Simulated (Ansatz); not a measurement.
## WSe2 (P6_3/mmc): given cell or relaxed cell?

How far does the choice of cell move the gap? The case is WSe2 (P6_3/mmc).

Calculated with Ansatz 0.2.0; PBE, HSE06 and G0W0, plane waves, PAW.

The database entry behind the starting cell differs from later determinations by our own check (a about 0.2 % long), so it need not match the best structure at ambient conditions.

**1. The structure**

Symmetry: P6_3/mmc, No. 194, hexagonal system. The conventional cell has a = 3.290 Å, b = 3.290 Å, c = 12.970 Å, α = 90.00°, β = 90.00°, γ = 120.00°. W has 6 Se at 2.53 Å nearest. Se has 3 W at 2.53 Å nearest. Farther neighbours and most contacts between anions are not listed.

The cell and positions come from the Crystallography Open Database and are kept as given unless a step says otherwise. Spin-orbit coupling is left out unless a step names it. The default PAW set here is soft_2. Its files were made with PBE.

**2. PBE bands at the given cell**

Levels along a band path, at the cheap level, show where the edges lie and whether the meshes to come will hold them.

This step: DFT, PBE, plane waves, PAW.

Contents of input.yaml:

```yaml
crystal:
  lattice:
    - [3.29, 0.0, 0.0]
    - [-1.645, 2.8492235785, 0.0]
    - [0.0, 0.0, 12.97]
  atoms:
    - { symbol: W, position: [0.3333333333, 0.6666666667, 0.25] }
    - { symbol: W, position: [0.6666666667, 0.3333333333, 0.75] }
    - { symbol: Se, position: [0.3333333333, 0.6666666667, 0.621] }
    - { symbol: Se, position: [0.6666666667, 0.3333333333, 0.121] }
    - { symbol: Se, position: [0.3333333333, 0.6666666667, 0.879] }
    - { symbol: Se, position: [0.6666666667, 0.3333333333, 0.379] }
kpoints:
  mp_grid: { grid: [12, 12, 2] }
  band_path:
    path:
      - [[0.0, 0.0, 0.0], [0.5, 0.0, 0.0], [0.33333333, 0.33333333, 0.0], [0.0, 0.0, 0.0], [0.0, 0.0, 0.5], [0.5, 0.0, 0.5], [0.33333333, 0.33333333, 0.5], [0.0, 0.0, 0.5]]
      - [[0.5, 0.0, 0.5], [0.5, 0.0, 0.0]]
      - [[0.33333333, 0.33333333, 0.5], [0.33333333, 0.33333333, 0.0]]
    npoints: 10
hamiltonian:
  xc: pbe
scf:
  occupations: { method: fermi_dirac, width: 0.02 }
  n_extra_bands: 6
output:
  eigenvalues: true
  forces: true
  stress: true
  write_density: true
  write_potential: true
  elf: true
  volumetric_format: npy
```

Command:

```sh
$ ansatz run input.yaml --threads 3 --pin off --max-ram 92160MiB --backend cuda --events-out ev --progress --plain --runs-dir out --devices 1 --max-vram 13GiB
```

Numbers of over 12 decimals in the logs are rounded to 6 here.

The program printed:

```text
scf.n_extra_bands = 6 over 46 filled bands (N_el = 92.0): the run solves 52 bands
GPUs: using 1 of 1 available (devices: 1).
Engine: ansatz 0.2.0, x86_64-unknown-linux-gnu
Pseudopotentials: kind: paw
Pseudopotential: W, paw, valence charge 14, recommended cutoff 420 eV (normal), W.paw.azcp
Pseudopotential: Se, paw, valence charge 16, recommended cutoff 420 eV (normal), Se.paw.azcp
Functional definition: PBE
  parameter kappa = 0.804
  parameter beta = 0.066725
  exchange = pbe_x(kappa = kappa, mu = beta*pi^2/3)
  correlation = pbe_c(beta = beta)
device memory: the entry about to start is reckoned to put 4.0 GiB on a device that reports 61.3 GiB free (of which the cap on the GPU budget leaves the run 13.0 GiB)
GPU FFT provider: cuFFT
GPU libraries: cuBLAS 13.8.2, cuFFT 12.4.0, cuSOLVER 12.3.4
Crystal: 6 atoms, lattice volume = 121.580 Å³
Basis set: ecut = 420 eV, 2419 PW (Γ), exchange–correlation on 48×48×180 points (8 copies of the dense FFT grid, shifted against one another)
Bands: 52, of which v1, the nominal top of the filled ones, is band 46 counted from 1 (45 counted from 0)
Symmetry: 24 space group operations
Space group: P63/mmc (ITA 194), of the structure as read, at distance tolerance 5.0e-5 Å
k-points: 38 of 288
Non-local potential: W, projectors of the file, l = 0: 3, l = 1: 2, l = 2: 2, l = 3: 1
Non-local potential: Se, projectors of the file, l = 0: 2, l = 1: 2, l = 2: 3, l = 3: 1
PAW form: soft (Blöchl's): semilocal exchange-correlation on the pseudo side does not see the compensation charge
PAW one-centre angular grid: W, 590 points (default); XC on 64 Gauss nodes
PAW one-centre angular grid: Se, 590 points (default); XC on 64 Gauss nodes
Initial density: superposition of atomic densities (neutral atoms: chi_scale 0, normalization atom), corrected by the library's trained network
Initial wavefunctions: pseudopotential atomic-orbital guess
GPU buffer pool allocated for 51840 grid points (all kernels)
GPU transforms: local potential and band sums: pruned to the plane-wave sphere, on 24×24×90
Functional: x = pbe(κ = 0.804, μ = 0.219515), c = pbe(β = 0.066725)
SCF iter   1: F=—  HF=-42649.195836 eV  |F-HF|=—  |Δ(HF+E_count)|=         —  Δρ=4.31e-3  dr2=5.43e-3  ethr=1.77e-3  ⟨swp⟩=6.0  Hψ=6975  notcnv=0
preconditioner: auto → Resta (q_TF=auto, 2.604 Å⁻¹)  ε∞=7.4  [insulator: Δε(μ)=0.971 eV  Ē_g=7.989 eV  σ=0.020 eV  W_gap=1.00  n_scr=40 (ndim 8)  ℏωp=20.2 eV  f_vac=0.044  D(μ)=0.00/eV (n_scr^D=0)  ε∞_Penn≈7.4]
SCF iter   2: F=—  HF=-42649.204492 eV  |F-HF|=—  |Δ(HF+E_count)|=   8.66e-3  Δρ=2.52e-3  dr2=1.82e-3  ethr=5.90e-6  ⟨swp⟩=2.0  Hψ=3479  notcnv=0  defer=19
SCF iter   3: F=—  HF=-42649.208948 eV  |F-HF|=—  |Δ(HF+E_count)|=   4.46e-3  Δρ=3.30e-4  dr2=2.88e-4  ethr=1.98e-6  ⟨swp⟩=2.0  Hψ=2870  notcnv=0  defer=19
SCF iter   4: F=—  HF=-42649.209022 eV  |F-HF|=—  |Δ(HF+E_count)|=   7.41e-5  Δρ=8.66e-5  dr2=3.67e-6  ethr=3.13e-7  ⟨swp⟩=2.0  Hψ=3596  notcnv=0  defer=19
SCF iter   5: F=—  HF=-42649.209012 eV  |F-HF|=—  |Δ(HF+E_count)|=   9.98e-6  Δρ=2.95e-5  dr2=6.29e-7  ethr=3.99e-9  ⟨swp⟩=2.0  Hψ=3403  notcnv=0  defer=19
SCF iter   6: F=-42649.209014 eV  HF=-42649.209014 eV  |F-HF|=6.67e-8  |Δ(HF+E_count)|=   1.64e-6  Δρ=7.44e-6  dr2=7.75e-8  ethr=1.09e-10  ⟨swp⟩=9.1  Hψ=15449  notcnv=0
SCF 1 converged in 6 iterations: F = -42649.209014 eV  dr2 = 7.75e-8
[...]
device memory: the entry about to start is reckoned to put 2.7 GiB on a device that reports 58.9 GiB free (of which the cap on the GPU budget leaves the run 13.0 GiB)
NSCF: frozen V_eff on 93 k-points
SCF converged after 6 iterations
Free energy (F): -42649.209014 eV
Harris-Foulkes:  -42649.209014 eV  (|F-HF|=6.67e-8)
Internal energy: -42649.209014 eV  (E = F + TS)
E sigma→0 (E₀):  -42649.209014 eV
Fermi energy:    13.426762 eV
--- Per-component energies (eV) ---
  E_band       = -1683.245353
  E_kinetic    = 1379.655107
  E_local      = -11426.392764  (includes V_loc(G=0)·N_el)
  E_nonlocal   = -2379.712476
  E_hartree    = 5496.521364
  E_xc         = -953.321366
  E_vxc        = -873.931480  (∫ρ·V_xc dr)
  E_paw        = -24771.110947  (= ΣΔE_a)
  E_vpaw       = 624.109458  (= ΣTr[D̂ρ^β])
  E_aug_tail   = -0.002475  (compensation charges beyond the density's cutoff)
  E_ewald      = -9994.845457
  E_smearing   = -0.000000  (= −TS)
  E_closure    = 0.000000  (closes the sum)
  Σ components = -42649.209014   (vs F -42649.209014, Δ=0.00e0)
--- Forces (eV/Å), atoms counted from 1 ---
  atom   1  W      0.00000000    -0.00000000     0.00000000
  atom   2  W      0.00000000     0.00000000     0.00000000
  atom   3  Se    -0.00000000    -0.00000000    -0.16917715
  atom   4  Se     0.00000000     0.00000000    -0.16917715
  atom   5  Se    -0.00000000    -0.00000000     0.16917715
  atom   6  Se    -0.00000000     0.00000000     0.16917715
  max |Σ_I F_I| component: 9.25e-18 eV/Å
--- Stress (GPa, compression-positive) ---
        3.380195      -0.000000       0.000000
       -0.000000       3.380195       0.000000
        0.000000       0.000000       4.371039
  P = ⅓ Tr σ = 3.7105 GPa (37.105 kbar)
--- Band table (eV; the first three rows and the last of 38) ---
  k-point 0: bands = [... 42 lower, 11.4570, 11.8529, 11.8903, 12.9575, 15.5965, 15.5965, 15.6470, 15.6470, ... 2 higher]
  k-point 1: bands = [... 42 lower, 11.4294, 11.4294, 12.7410, 12.7410, 15.6020, 15.6020, 15.6020, 15.6020, ... 2 higher]
  k-point 2: bands = [... 42 lower, 11.3931, 11.8773, 12.0810, 12.7852, 15.3666, 15.4010, 15.4479, 15.5227, ... 2 higher]
  k-point 37: bands = [... 42 lower, 10.2229, 10.2229, 12.6170, 12.6170, 14.2840, 14.2840, 15.3886, 15.3886, ... 2 higher]
```

Elapsed: 14 s, on 1 × NVIDIA H100 80GB HBM3 (shared by 6 runs) with 3 threads of AMD EPYC 7R13 (Zen 3), shared host; peak memory 1 GiB.

In the SCF lines HF is the Harris–Foulkes energy and dr2 the Hartree energy of the density residual, in eV; the loop may stop once dr2 is under the threshold and the program's other checks hold. Hψ counts applications of the Hamiltonian.

This step gave:

| Quantity | Value |
| --- | --- |
| pressure | 3.710 GPa |
| filled bands | 46 |
| gap | 0.9743 eV |
| valence top at | Γ |
| conduction bottom at | k = (0.167, 0.167, 0.000) |
| least direct gap | 1.527 eV |

The gap is indirect, with the least direct gap 0.55 eV higher.

**3. Relaxing cell and ions**

Gaps follow bond lengths, so the structure is brought to rest first.

This step: DFT, PBE-D3(BJ), plane waves, PAW.

Contents of input.yaml:

```yaml
crystal:
  lattice:
    - [3.29, 0.0, 0.0]
    - [-1.645, 2.8492235785, 0.0]
    - [0.0, 0.0, 12.97]
  atoms:
    - { symbol: W, position: [0.3333333333, 0.6666666667, 0.25] }
    - { symbol: W, position: [0.6666666667, 0.3333333333, 0.75] }
    - { symbol: Se, position: [0.3333333333, 0.6666666667, 0.621] }
    - { symbol: Se, position: [0.6666666667, 0.3333333333, 0.121] }
    - { symbol: Se, position: [0.3333333333, 0.6666666667, 0.879] }
    - { symbol: Se, position: [0.6666666667, 0.3333333333, 0.379] }
kpoints:
  mp_grid: { grid: [9, 9, 2] }
hamiltonian:
  xc: pbe
  dispersion: d3bj
scf:
  occupations: { method: fermi_dirac, width: 0.02 }
relax:
  f_tol: 0.01
  max_steps: 60
  cell: {}
```

The program printed:

```text
GPUs: using 1 of 1 available (devices: 1).
[...]
GPU FFT provider: cuFFT
GPU libraries: cuBLAS 13.8.2, cuFFT 12.4.0, cuSOLVER 12.3.4
Crystal: 6 atoms, lattice volume = 121.580 Å³
Basis set: ecut = 420 eV, 2419 PW (Γ), exchange–correlation on 48×48×180 points (8 copies of the dense FFT grid, shifted against one another)
Bands: 56, of which v1, the nominal top of the filled ones, is band 46 counted from 1 (45 counted from 0)
Symmetry: 24 space group operations
[...]
k-points: 24 of 162
[...]
GPU buffer pool allocated for 51840 grid points (all kernels)
[...]
SCF iter   1: F=—  HF=-42651.987200 eV  |F-HF|=—  |Δ(HF+E_count)|=         —  Δρ=4.32e-3  dr2=5.55e-3  ethr=1.77e-3  ⟨swp⟩=6.7  Hψ=4905  notcnv=0
[...]
SCF iter   6: F=-42652.000465 eV  HF=-42652.000465 eV  |F-HF|=4.17e-8  |Δ(HF+E_count)|=   2.45e-6  Δρ=5.10e-6  dr2=3.78e-8  ethr=1.09e-10  ⟨swp⟩=3.5  Hψ=5351  notcnv=0
SCF 1 converged in 6 iterations: F = -42652.000465 eV  dr2 = 3.78e-8
[...]
relax step   1: F+E_penalty+E_count = -42652.00046462 eV  Δ(F+E_penalty+E_count) = +0.000e0 eV  max|allowed force component| = 1.742e-1 eV/Å  Δτ_max = 0.0000 Å  P = -0.086 GPa  Ω = 121.580 Å³  (6 SCF iters, dr2 threshold 1.00e-7 eV, accepted)
[...]
relax step   2: F+E_penalty+E_count = -42651.94457535 eV  Δ(F+E_penalty+E_count) = +5.589e-2 eV  max|allowed force component| = 4.526e-1 eV/Å  Δτ_max = 0.0995 Å  P = +0.939 GPa  Ω = 114.080 Å³  energy of the carried Pulay correction = +1.417e-3 eV  (7 SCF iters, dr2 threshold 6.00e-7 eV, rejected (line search))
[...]
relax step   4: F+E_penalty+E_count = -42652.01163183 eV  Δ(F+E_penalty+E_count) = -3.313e-4 eV  max|allowed force component| = 9.689e-3 eV/Å  Δτ_max = 0.0047 Å  P = -0.056 GPa  Ω = 119.106 Å³  energy of the carried Pulay correction = +4.577e-4 eV  (5 SCF iters, dr2 threshold 1.97e-7 eV, accepted)
[...]
relax step   6: F+E_penalty+E_count = -42652.01118184 eV  Δ(F+E_penalty+E_count) = +4.660e-4 eV  max|allowed force component| = 1.639e-3 eV/Å  Δτ_max = 0.0000 Å  P = -0.008 GPa  Ω = 119.080 Å³  stress off target by 1.36e-2 GPa  SCF on the basis re-selected at this cell (its energy is not comparable with the rows above)  (6 SCF iters)
basis re-selected at this cell: Δ(F+E_penalty+E_count) = +4.660e-4 eV, ΔP = +0.000 GPa vs the last step (what re-selecting the basis moved, of the pressure what is left beyond the Pulay correction that the steps carried, after the strain that the cell walked since its last selection, with what the two solves' SCF thresholds leave and, on support functions, any second-order correction that the steps lacked; it is no m [...]
SCF converged after 6 iterations
Free energy (F): -42652.011182 eV
[...]
Internal energy: -42652.011182 eV  (E = F + TS)
E sigma→0 (E₀):  -42652.011182 eV
Fermi energy:    13.822688 eV
[...]
--- Forces (eV/Å), atoms counted from 1 ---
  atom   1  W     -0.00000000    -0.00000000     0.00000000
  atom   2  W      0.00000000     0.00000000     0.00000000
  atom   3  Se     0.00000000     0.00000000     0.00163936
  atom   4  Se    -0.00000000     0.00000000     0.00163936
  atom   5  Se    -0.00000000     0.00000000    -0.00163936
  atom   6  Se    -0.00000000     0.00000000    -0.00163936
  max |Σ_I F_I| component: 2.78e-17 eV/Å
--- Stress (GPa, compression-positive) ---
       -0.005525       0.000000       0.000000
        0.000000      -0.005525      -0.000000
        0.000000      -0.000000      -0.013622
  P = ⅓ Tr σ = -0.0082 GPa (-0.082 kbar)
--- Band table (eV; the first three rows and the last of 24) ---
  k-point 0: bands = [... 42 lower, 11.8953, 12.1532, 12.3888, 13.3490, 15.9818, 15.9818, 16.0297, 16.0297, ... 6 higher]
  k-point 1: bands = [... 42 lower, 11.8599, 11.8599, 13.1444, 13.1444, 15.9811, 15.9811, 15.9811, 15.9811, ... 6 higher]
  k-point 2: bands = [... 42 lower, 11.7447, 12.1996, 12.5236, 13.0212, 15.4796, 15.6812, 15.7753, 15.7950, ... 6 higher]
  k-point 23: bands = [... 42 lower, 10.5514, 10.5514, 12.9876, 12.9876, 14.7259, 14.7259, 15.6992, 15.6992, ... 6 higher]
--- Relaxed structure (5 steps of the walk, 4 accepted, 1 SCFs on fresh bases) ---
  F+E_penalty+E_count = -42652.01118184 eV   max|allowed force component| = 1.639e-3 eV/Å   (the final SCF, on the basis selected at the relaxed cell)
  cell:  # Å, volume = 119.0797 Å³
    - [3.279016, 0.0, 0.0]
    - [-1.639508, 2.839711, 0.0]
    - [0.0, 0.0, 12.788509]
  atoms:
    - { symbol: W, position: [0.333333, 0.666667, 0.25] }
    - { symbol: W, position: [0.666667, 0.333333, 0.75] }
    - { symbol: Se, position: [0.333333, 0.666667, 0.618288] }
    - { symbol: Se, position: [0.666667, 0.333333, 0.118288] }
    - { symbol: Se, position: [0.333333, 0.666667, 0.881712] }
    - { symbol: Se, position: [0.666667, 0.333333, 0.381712] }
```

Elapsed: 27 s, on 1 × NVIDIA H100 80GB HBM3 (shared by 6 runs) with 3 threads; peak memory 0.99 GiB; 9 s of CPU time.

The steps of the relaxation:

```csv
step,energy less that of the first step (eV),largest force component (eV/Å),pressure (GPa),volume (Å³)
1,0.0000,0.1742,-0.09,121.58
2,0.0559,0.4526,0.94,114.08
3,-0.0108,0.0089,-0.18,119.51
4,-0.0112,0.0097,-0.06,119.11
5,-0.0112,0.0017,-0.01,119.08
6*,-0.0107,0.0016,-0.01,119.08
```

Relaxation steps marked * repeat the geometry before them on a plane-wave basis chosen anew for their cell, so energy and pressure can jump there. Relaxation step 2 was tried and not accepted.

Forces are held to the 24 operations that the run works with; a distortion that breaks them can't arise in this run.

```csv
"conventional cell, symmetrised",before,after,change
a (Å),3.290,3.279,-0.3 %
b (Å),3.290,3.279,-0.3 %
c (Å),12.970,12.789,-1.4 %
volume (Å³/atom),20.26,19.85,-2.1 %
```

The atoms that moved most (Å, as changes of fractional coordinates times the final cell):

```csv
atom,dx,dy,dz,length
Se6,0.000,0.000,0.035,0.035
Se4,0.000,0.000,-0.035,0.035
Se5,0.000,0.000,0.035,0.035
Se3,0.000,0.000,-0.035,0.035
```

Final coordinates:

```cif
data_structure
_symmetry_space_group_name_H-M 'P 1'
_symmetry_Int_Tables_number 1
_cell_length_a 3.2790
_cell_length_b 3.2790
_cell_length_c 12.7885
_cell_angle_alpha 90.000
_cell_angle_beta 90.000
_cell_angle_gamma 120.000
_cell_volume 119.08
loop_
_atom_site_label
_atom_site_type_symbol
_atom_site_fract_x
_atom_site_fract_y
_atom_site_fract_z
_atom_site_occupancy
W1 W 0.33333 0.66667 0.25000 1
W2 W 0.66667 0.33333 0.75000 1
Se3 Se 0.33333 0.66667 0.61829 1
Se4 Se 0.66667 0.33333 0.11829 1
Se5 Se 0.33333 0.66667 0.88171 1
Se6 Se 0.66667 0.33333 0.38171 1
```

**4. PBE at the relaxed cell**

This step: DFT, PBE, plane waves, PAW.

Contents of input.yaml:

```yaml
crystal:
  lattice:
    - [3.2790161212, 0.0, 0.0]
    - [-1.6395080606, 2.8397112604, 0.0]
    - [0.0, 0.0, 12.7885090968]
  atoms:
    - { symbol: W, position: [0.3333333333, 0.6666666667, 0.25] }
    - { symbol: W, position: [0.6666666667, 0.3333333333, 0.75] }
    - { symbol: Se, position: [0.3333333333, 0.6666666667, 0.6182884982] }
    - { symbol: Se, position: [0.6666666667, 0.3333333333, 0.1182884982] }
    - { symbol: Se, position: [0.3333333333, 0.6666666667, 0.8817115018] }
    - { symbol: Se, position: [0.6666666667, 0.3333333333, 0.3817115018] }
kpoints:
  mp_grid: { grid: [12, 12, 2] }
  band_path:
    path:
      - [[0.0, 0.0, 0.0], [0.5, 0.0, 0.0], [0.33333333, 0.33333333, 0.0], [0.0, 0.0, 0.0], [0.0, 0.0, 0.5], [0.5, 0.0, 0.5], [0.33333333, 0.33333333, 0.5], [0.0, 0.0, 0.5]]
      - [[0.5, 0.0, 0.5], [0.5, 0.0, 0.0]]
      - [[0.33333333, 0.33333333, 0.5], [0.33333333, 0.33333333, 0.0]]
    npoints: 10
hamiltonian:
  xc: pbe
scf:
  occupations: { method: fermi_dirac, width: 0.02 }
  n_extra_bands: 6
output:
  eigenvalues: true
  forces: true
  stress: true
```

The program printed:

```text
[...]
GPUs: using 1 of 1 available (devices: 1).
[...]
GPU FFT provider: cuFFT
GPU libraries: cuBLAS 13.8.2, cuFFT 12.4.0, cuSOLVER 12.3.4
Crystal: 6 atoms, lattice volume = 119.080 Å³
Basis set: ecut = 420 eV, 2347 PW (Γ), exchange–correlation on 48×48×180 points (8 copies of the dense FFT grid, shifted against one another)
[...]
k-point 0: bands = [... 42 lower, 11.8954, 12.1533, 12.3888, 13.3491, 15.9819, 15.9819, 16.0297, 16.0297, ... 2 higher]
  k-point 1: bands = [... 42 lower, 11.8600, 11.8600, 13.1445, 13.1445, 15.9811, 15.9811, 15.9811, 15.9811, ... 2 higher]
  k-point 2: bands = [... 42 lower, 11.8186, 12.1842, 12.5409, 13.1640, 15.7488, 15.7990, 15.8427, 15.8761, ... 2 higher]
  k-point 37: bands = [... 42 lower, 10.5515, 10.5515, 12.9876, 12.9876, 14.7260, 14.7260, 15.6993, 15.6993, ... 2 higher]
[key lines of the parts left out:]
SCF converged after 6 iterations
Free energy (F): -42649.157806 eV
Fermi energy:    13.778671 eV
P = ⅓ Tr σ = 3.9587 GPa (39.587 kbar)
```

The job ended after 16 s (1 × NVIDIA H100 80GB HBM3 (shared by 6 runs) with 3 threads; peak memory 0.97 GiB).

Numbers from this step:

```yaml
pressure: 3.959 GPa
gap: 0.8951 eV
valence_top_at: Γ
conduction_bottom_at: k = (0.167, 0.167, 0.000)
least_direct_gap: 1.566 eV
```

The gap is indirect, with the least direct gap 0.67 eV higher.

**5. HSE06 at the relaxed cell**

HSE06 mixes in a quarter of exact exchange at short range. Exchange couples all pairs of k points, which makes a full band path dear, so levels are read on the mesh and at chosen points.

This step: DFT, HSE06, plane waves, PAW.

Contents of input.yaml:

```yaml
crystal:
  lattice:
    - [3.2790161212, 0.0, 0.0]
    - [-1.6395080606, 2.8397112604, 0.0]
    - [0.0, 0.0, 12.7885090968]
  atoms:
    - { symbol: W, position: [0.3333333333, 0.6666666667, 0.25] }
    - { symbol: W, position: [0.6666666667, 0.3333333333, 0.75] }
    - { symbol: Se, position: [0.3333333333, 0.6666666667, 0.6182884982] }
    - { symbol: Se, position: [0.6666666667, 0.3333333333, 0.1182884982] }
    - { symbol: Se, position: [0.3333333333, 0.6666666667, 0.8817115018] }
    - { symbol: Se, position: [0.6666666667, 0.3333333333, 0.3817115018] }
kpoints:
  mp_grid: { grid: [6, 6, 2] }
  band_path:
    path:
      - [0.0, 0.0, 0.0]
      - [0.5, 0.0, 0.0]
      - [0.33333333, 0.33333333, 0.0]
      - [0.0, 0.0, 0.5]
      - [0.5, 0.0, 0.5]
      - [0.33333333, 0.33333333, 0.5]
      - [0.1666666667, 0.1666666667, 0.0]
    npoints: 1
hamiltonian:
  xc: hse06
scf:
  occupations: { method: fixed }
  n_extra_bands: 6
output:
  eigenvalues: true
  write_density: true
  write_potential: true
  elf: true
  volumetric_format: npy
```

The program printed:

```text
[...]
GPUs: using 1 of 1 available (devices: 1).
[...]
davidson cushion auto → on  (no smearing: the cushion is to keep the highest requested band from converging to the state above it; pin scf.eigensolver.cushion to override)
[...]
GPU FFT provider: cuFFT
GPU libraries: cuBLAS 13.8.2, cuFFT 12.4.0, cuSOLVER 12.3.4
Crystal: 6 atoms, lattice volume = 119.080 Å³
Basis set: ecut = 420 eV, 2347 PW (Γ)
[...]
Fermi energy:    13.033232 eV
[...]
--- Band table (eV; the first three rows and the last of 14) ---
  k-point 0: bands = [... 42 lower, 11.3909, 11.6976, 11.8432, 13.0332, 16.2946, 16.2946, 16.3171, 16.3171, ... 2 higher]
  k-point 1: bands = [... 42 lower, 11.3498, 11.3498, 12.7786, 12.7786, 16.2872, 16.2872, 16.2872, 16.2872, ... 2 higher]
  k-point 2: bands = [... 42 lower, 10.9086, 11.7288, 11.7736, 12.2388, 15.2066, 15.7915, 15.8465, 15.9208, ... 2 higher]
  k-point 13: bands = [... 42 lower, 9.8316, 9.8316, 12.6455, 12.6455, 14.8594, 14.8594, 15.9968, 15.9968, ... 2 higher]
[key lines of the parts left out:]
Free energy (F): -42657.113514 eV
```

The job ended after 60 s (1 × NVIDIA H100 80GB HBM3 (shared by 6 runs) with 3 threads; peak memory 1.5 GiB).

This step gave:

```yaml
gap: 1.353 eV
valence_top_at: Γ
conduction_bottom_at: k = (0.167, 0.167, 0.000)
least_direct_gap: 2.031 eV
```

The gap stands +0.46 eV against PBE.

[end of part 1 of 2]

[Paths, hosts, dates, memory and timing lines, banners, echoed tables and standing remarks are left out of the program output.]

[Logs are printed without paths, hosts, clocks, repeated set-up lines and the standing remarks that a program may print on its own settings, such as how far it seeks lower states.]

[Runs of the session that timed out or met a known fault of the program may be left out.]

[Cells called generated may have been cut or substituted from an entry of the Crystallography Open Database or the Materials Project.]

[Hosts, paths, dates, database ids (printed as entryN), source tags and the programs' standing remarks are cut or masked in the printed files.]
